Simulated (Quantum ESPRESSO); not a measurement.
# Collinear magnetic orders of FePt (Tetraferroplatinum) with Quantum ESPRESSO, part 2 of 2

Wanted: the moments of FePt (Tetraferroplatinum) and the energy of each order that was tried.

Quantum ESPRESSO 7.5; PBEsol; plane waves with GBRV 1.5 PBEsol potentials, no spin-orbit coupling.

So far, absolute magnetization (μB): step 2 (run 1 (ferro +)) 3.50.

## (5) Run 4 (no spin polarisation)

Contents of pw.in:

```
&CONTROL
  calculation = 'scf'
  prefix = 'pwscf'
  outdir = './tmp'
  pseudo_dir = './pseudo'
  disk_io = 'nowf'
/
&SYSTEM
  ibrav = 0
  celldm(1) = 8
  nat = 2
  ntyp = 2
  ecutwfc = 40
  ecutrho = 280
  nbnd = 23
  occupations = 'smearing'
  smearing = 'fd'
  degauss = 0.00734986
/
&ELECTRONS
  conv_thr = 4d-09
  electron_maxstep = 150
  mixing_beta = 0.3
/
ATOMIC_SPECIES
Fe     55.8450 fe_pbesol_v1.5.uspp.F.UPF
Pt    195.0840 pt_pbesol_v1.4.uspp.F.UPF
CELL_PARAMETERS alat
   0.6433336375523    0.0000000000000    0.0000000000000
   0.0000000000000    0.6433336375523    0.0000000000000
   0.0000000000000    0.0000000000000    0.8787226479510
ATOMIC_POSITIONS crystal
Fe      0.0000000000    0.0000000000    0.0000000000
Pt      0.5000000000    0.5000000000    0.5000000000
K_POINTS automatic
10 10 10 0 0 0
```

Run with:

```bash
$ OMP_NUM_THREADS=1 mpirun -n 4 pw.x -nk 4 -in pw.in > pw.out
```

Log:

```text
     [... lines left out ...]
Program PWSCF v.7.5 starts
     [... lines left out ...]
     number of atoms/cell      =            2
     [... lines left out ...]
     number of electrons       =        32.00
     number of Kohn-Sham states=           23
     kinetic-energy cutoff     =      40.0000  Ry
     charge density cutoff     =     280.0000  Ry
     scf convergence threshold =      4.0E-09
     [... lines left out ...]
     16 Sym. Ops., with inversion, found
     [... lines left out ...]
     number of k points=   126  Fermi-Dirac smearing, width (Ry)=  0.0073
     [... lines left out ...]
     iteration # 13     ecut=    40.00 Ry     beta= 0.30
     [... lines left out ...]
     the Fermi energy is    19.6553 ev
!    total energy              =    -460.72878903 Ry
     estimated scf accuracy    <          6.1E-10 Ry
     smearing contrib. (-TS)   =      -0.01058221 Ry
     [... lines left out ...]
     convergence has been achieved in  13 iterations
```

The job ended after 9.4 s (4 MPI ranks of Intel Xeon Platinum 8488C (Sapphire Rapids), shared host; peak memory 0.31 GiB; 37 s of CPU time).

Read from the output:

```
smearing term TS : 0.1440 eV
final state      : non-magnetic (no spin polarisation)
```

## (6) The states side by side

An order is kept where moments of 0.15 μB or more survive with the typed signs; meshes match where a doubled cell samples the same k points as the first cell.

Orders:

```csv
start,final state,typed order kept,energy over the lowest (meV a seeded atom),largest site moment (μB),net moment (μB a cell of the first run),mesh matched,CPU time (s)
ferro +,ferromagnetic,yes,0.4806,3.001,3.35,yes,70.59
"antiferro q=(0,1/2,0) +-",antiferromagnetic,yes,14.94,2.951,0,yes,272
"antiferro q=(0,0,1/2) +-",antiferromagnetic,yes,0,2.986,0,yes,185.1
no spin polarisation,non-magnetic,-,736.5,0,0,yes,36.84
```

## (7) The lowest state again, with its states saved

Contents of pw.in:

```
&CONTROL
  calculation = 'scf'
  prefix = 'pwscf'
  outdir = './tmp'
  pseudo_dir = './pseudo'
  disk_io = 'low'
/
&SYSTEM
  ibrav = 0
  celldm(1) = 8
  nat = 4
  ntyp = 3
  ecutwfc = 40
  ecutrho = 280
  nbnd = 46
  occupations = 'smearing'
  smearing = 'fd'
  degauss = 0.00734986
  nspin = 2
  starting_magnetization(1) = 0.175
  starting_magnetization(2) = -0.175
  starting_magnetization(3) = 0
/
&ELECTRONS
  conv_thr = 8d-09
  electron_maxstep = 150
  mixing_beta = 0.3
/
ATOMIC_SPECIES
Fe1    55.8450 fe_pbesol_v1.5.uspp.F.UPF
Fe2    55.8450 fe_pbesol_v1.5.uspp.F.UPF
Pt    195.0840 pt_pbesol_v1.4.uspp.F.UPF
CELL_PARAMETERS alat
   0.6433336375523    0.0000000000000    0.0000000000000
   0.0000000000000    0.6433336375523    0.0000000000000
   0.0000000000000    0.0000000000000    1.7574452959020
ATOMIC_POSITIONS crystal
Fe1     0.0000000000    0.0000000000    0.0000000000
Fe2     0.0000000000    0.0000000000    0.5000000000
Pt      0.5000000000    0.5000000000    0.2500000000
Pt      0.5000000000    0.5000000000    0.7500000000
K_POINTS automatic
10 10 5 0 0 0
```

Log:

```text
     [... lines left out ...]
Program PWSCF v.7.5 starts
     [... lines left out ...]
     number of atoms/cell      =            4
     [... lines left out ...]
     number of electrons       =        64.00
     number of Kohn-Sham states=           46
     kinetic-energy cutoff     =      40.0000  Ry
     charge density cutoff     =     280.0000  Ry
     scf convergence threshold =      8.0E-09
     [... lines left out ...]
     16 Sym. Ops., with inversion, found
     [... lines left out ...]
     number of k points=    63  Fermi-Dirac smearing, width (Ry)=  0.0073
     [... lines left out ...]
     iteration # 15     ecut=    40.00 Ry     beta= 0.30
     [... lines left out ...]
     Magnetic moment per site  (integrated on atomic sphere of radius R)
     atom   1 (R=0.261)  charge= 14.7173  magn=  2.9864
     atom   2 (R=0.261)  charge= 14.7171  magn= -2.9865
     atom   3 (R=0.261)  charge= 13.7850  magn= -0.0000
     atom   4 (R=0.261)  charge= 13.7850  magn= -0.0000
     [... lines left out ...]
     the Fermi energy is    19.8857 ev
!    total energy              =    -921.56584464 Ry
     estimated scf accuracy    <          6.2E-09 Ry
     smearing contrib. (-TS)   =      -0.00876251 Ry
     [... lines left out ...]
     total magnetization       =    -0.00 Bohr mag/cell
     absolute magnetization    =     6.36 Bohr mag/cell
     convergence has been achieved in  15 iterations
```

Wall time 42 s (4 MPI ranks); peak memory 0.52 GiB.

Read from the output:

```
smearing term TS       : 0.1192 eV
magnetization          : 0 μB
absolute magnetization : 6.36 μB
final state            : antiferromagnetic
largest moment         : 2.987 μB
```

## (8) Another way to count moments

projwfc.x projects the saved states on orthogonalised atomic orbitals of the pseudopotential files.

Log:

```text
[banner, memory and clock lines left out]
Program PROJWFC v.7.5 starts

     [... lines left out ...]
     IMPORTANT: XC functional enforced from input :
     Exchange-correlation= PBESOL
                           (   1   4  10   8   0   0   0)
     Any further DFT definition will be discarded
     Please, verify this is what you really want

     G-vector sticks info

     Check: negative core charge=   -0.000027

     negative rho (up, down):  1.752E-01 1.753E-01

     Gaussian broadening (read from input): ngauss,degauss=   0    0.010000

     Calling projwave ....

  Problem Sizes
  natomwfc =           50
  nbnd     =           46
  nkstot   =          126
  npwx     =         1608
  nkb      =           72

     Atomic states used for projection
     (read from pseudopotential files):

     state #   1: atom   1 (Fe1), wfc  1 (l=0 m= 1)
     state #   2: atom   1 (Fe1), wfc  2 (l=1 m= 1)
     state #   3: atom   1 (Fe1), wfc  2 (l=1 m= 2)
     state #   4: atom   1 (Fe1), wfc  2 (l=1 m= 3)
     state #   5: atom   1 (Fe1), wfc  3 (l=2 m= 1)
     state #   6: atom   1 (Fe1), wfc  3 (l=2 m= 2)
     state #   7: atom   1 (Fe1), wfc  3 (l=2 m= 3)
     state #   8: atom   1 (Fe1), wfc  3 (l=2 m= 4)
     state #   9: atom   1 (Fe1), wfc  3 (l=2 m= 5)
     state #  10: atom   1 (Fe1), wfc  4 (l=0 m= 1)
     state #  11: atom   1 (Fe1), wfc  5 (l=1 m= 1)
     state #  12: atom   1 (Fe1), wfc  5 (l=1 m= 2)
     state #  13: atom   1 (Fe1), wfc  5 (l=1 m= 3)
     state #  14: atom   2 (Fe2), wfc  1 (l=0 m= 1)
     state #  15: atom   2 (Fe2), wfc  2 (l=1 m= 1)
     state #  16: atom   2 (Fe2), wfc  2 (l=1 m= 2)
     state #  17: atom   2 (Fe2), wfc  2 (l=1 m= 3)
     state #  18: atom   2 (Fe2), wfc  3 (l=2 m= 1)
     state #  19: atom   2 (Fe2), wfc  3 (l=2 m= 2)
     state #  20: atom   2 (Fe2), wfc  3 (l=2 m= 3)
     state #  21: atom   2 (Fe2), wfc  3 (l=2 m= 4)
     state #  22: atom   2 (Fe2), wfc  3 (l=2 m= 5)
     state #  23: atom   2 (Fe2), wfc  4 (l=0 m= 1)
     state #  24: atom   2 (Fe2), wfc  5 (l=1 m= 1)
     state #  25: atom   2 (Fe2), wfc  5 (l=1 m= 2)
     state #  26: atom   2 (Fe2), wfc  5 (l=1 m= 3)
     state #  27: atom   3 (Pt ), wfc  1 (l=1 m= 1)
     state #  28: atom   3 (Pt ), wfc  1 (l=1 m= 2)
     state #  29: atom   3 (Pt ), wfc  1 (l=1 m= 3)
     state #  30: atom   3 (Pt ), wfc  2 (l=2 m= 1)
     state #  31: atom   3 (Pt ), wfc  2 (l=2 m= 2)
     state #  32: atom   3 (Pt ), wfc  2 (l=2 m= 3)
     state #  33: atom   3 (Pt ), wfc  2 (l=2 m= 4)
     state #  34: atom   3 (Pt ), wfc  2 (l=2 m= 5)
     state #  35: atom   3 (Pt ), wfc  3 (l=0 m= 1)
     state #  36: atom   3 (Pt ), wfc  4 (l=1 m= 1)
     state #  37: atom   3 (Pt ), wfc  4 (l=1 m= 2)
     state #  38: atom   3 (Pt ), wfc  4 (l=1 m= 3)
     state #  39: atom   4 (Pt ), wfc  1 (l=1 m= 1)
     state #  40: atom   4 (Pt ), wfc  1 (l=1 m= 2)
     state #  41: atom   4 (Pt ), wfc  1 (l=1 m= 3)
     state #  42: atom   4 (Pt ), wfc  2 (l=2 m= 1)
     state #  43: atom   4 (Pt ), wfc  2 (l=2 m= 2)
     state #  44: atom   4 (Pt ), wfc  2 (l=2 m= 3)
     state #  45: atom   4 (Pt ), wfc  2 (l=2 m= 4)
     state #  46: atom   4 (Pt ), wfc  2 (l=2 m= 5)
     state #  47: atom   4 (Pt ), wfc  3 (l=0 m= 1)
     state #  48: atom   4 (Pt ), wfc  4 (l=1 m= 1)
     state #  49: atom   4 (Pt ), wfc  4 (l=1 m= 2)
     state #  50: atom   4 (Pt ), wfc  4 (l=1 m= 3)

 [... projections of the bands left out ...]

Lowdin Charges:

     Atom #   1: total charge =  15.6402, s =  2.2992, p =  7.0761, d =  6.2649,
                 spin up      =   9.3519, s =  1.1572,
                 spin up      =   9.3519, p =  3.5333, pz=  1.1814, px=  1.1759, py=  1.1759,
                 spin up      =   9.3519, d =  4.6615, dz2=  0.9648, dxz=  0.9092, dyz=  0.9092, dx2-y2=  0.9457, dxy=  0.9326,
                 spin down    =   6.2883, s =  1.1421,
                 spin down    =   6.2883, p =  3.5428, pz=  1.1915, px=  1.1756, py=  1.1756,
                 spin down    =   6.2883, d =  1.6035, dz2=  0.2581, dxz=  0.3155, dyz=  0.3155, dx2-y2=  0.4517, dxy=  0.2626,
                 polarization =   3.0636, s =  0.0151, p = -0.0095, d =  3.0580,
     Atom #   2: total charge =  15.6402, s =  2.2992, p =  7.0761, d =  6.2649,
                 spin up      =   6.2882, s =  1.1421,
                 spin up      =   6.2882, p =  3.5428, pz=  1.1915, px=  1.1756, py=  1.1756,
                 spin up      =   6.2882, d =  1.6034, dz2=  0.2581, dxz=  0.3155, dyz=  0.3155, dx2-y2=  0.4517, dxy=  0.2626,
                 spin down    =   9.3519, s =  1.1572,
                 spin down    =   9.3519, p =  3.5333, pz=  1.1814, px=  1.1759, py=  1.1759,
                 spin down    =   9.3519, d =  4.6615, dz2=  0.9648, dxz=  0.9092, dyz=  0.9092, dx2-y2=  0.9457, dxy=  0.9326,
                 polarization =  -3.0637, s = -0.0151, p =  0.0095, d = -3.0581,
     Atom #   3: total charge =  16.2980, s =  0.5003, p =  7.1798, d =  8.6179,
                 spin up      =   8.1490, s =  0.2502,
                 spin up      =   8.1490, p =  3.5899, pz=  1.1884, px=  1.2008, py=  1.2008,
                 spin up      =   8.1490, d =  4.3090, dz2=  0.8639, dxz=  0.8611, dyz=  0.8611, dx2-y2=  0.8123, dxy=  0.9104,
                 spin down    =   8.1490, s =  0.2502,
                 spin down    =   8.1490, p =  3.5899, pz=  1.1884, px=  1.2008, py=  1.2008,
                 spin down    =   8.1490, d =  4.3090, dz2=  0.8639, dxz=  0.8611, dyz=  0.8611, dx2-y2=  0.8123, dxy=  0.9104,
                 polarization =  -0.0000, s =  0.0000, p =  0.0000, d = -0.0000,
     Atom #   4: total charge =  16.2980, s =  0.5003, p =  7.1798, d =  8.6179,
                 spin up      =   8.1490, s =  0.2502,
                 spin up      =   8.1490, p =  3.5899, pz=  1.1884, px=  1.2008, py=  1.2008,
                 spin up      =   8.1490, d =  4.3090, dz2=  0.8639, dxz=  0.8611, dyz=  0.8611, dx2-y2=  0.8123, dxy=  0.9104,
                 spin down    =   8.1490, s =  0.2502,
                 spin down    =   8.1490, p =  3.5899, pz=  1.1884, px=  1.2008, py=  1.2008,
                 spin down    =   8.1490, d =  4.3090, dz2=  0.8639, dxz=  0.8611, dyz=  0.8611, dx2-y2=  0.8123, dxy=  0.9104,
                 polarization =  -0.0000, s =  0.0000, p =  0.0000, d = -0.0000,
     Spilling Parameter:   0.0019
```

Wall time 2.5 s (4 MPI ranks); peak memory 0.34 GiB.

```csv
atom,moment in the sphere (μB),Löwdin moment (μB),Löwdin charge (e)
Fe1,2.986,3.064,15.640
Fe2,-2.986,-3.064,15.640
Pt3,0.000,0.000,16.298
Pt4,0.000,0.000,16.298
```

## (9) Results

```json
{"lowest state found": "antiferromagnetic (from antiferro q=(0,0,1/2) +-)", "largest site moment": "2.99 μB", "next state with moments": "ferromagnetic, 0.481 meV a seeded atom higher", "state without moments": "737 meV a seeded atom higher"}
```

The two lowest states lie so close that the mesh, the smearing, the functional or spin–orbit coupling could swap them. Forming the moments gains more than four times the spread of the orders, as local moments do. The smearing terms TS of the orders run from 43 to 61 meV a seeded atom, so the differences would change at a smaller width: an order with a larger TS is lowered more by the smearing. The largest moment reads 2.99 μB in the sphere and 3.06 μB by Löwdin projection; a site moment hangs on how space is shared out. This is the lowest of 4 collinear or spinless starts, no proof of the ground state. Energies are free energies at an electronic temperature of 1160 K, which lowers moments and differences where the moments are itinerant.

[Logs and program files are shortened in this print: banners, set-up blocks, solver, clock and traceback lines can be left out without a mark of their own.]

[Logs are printed without paths, hosts, clocks, repeated set-up lines and the standing remarks that a program may print on its own settings, such as how far it seeks lower states.]

[Hosts, paths, dates, database ids (printed as entryN), source tags and the programs' standing remarks are cut or masked in the printed files.]

[Where a cell is said to come from a database of computed structures, the database is the Materials Project.]
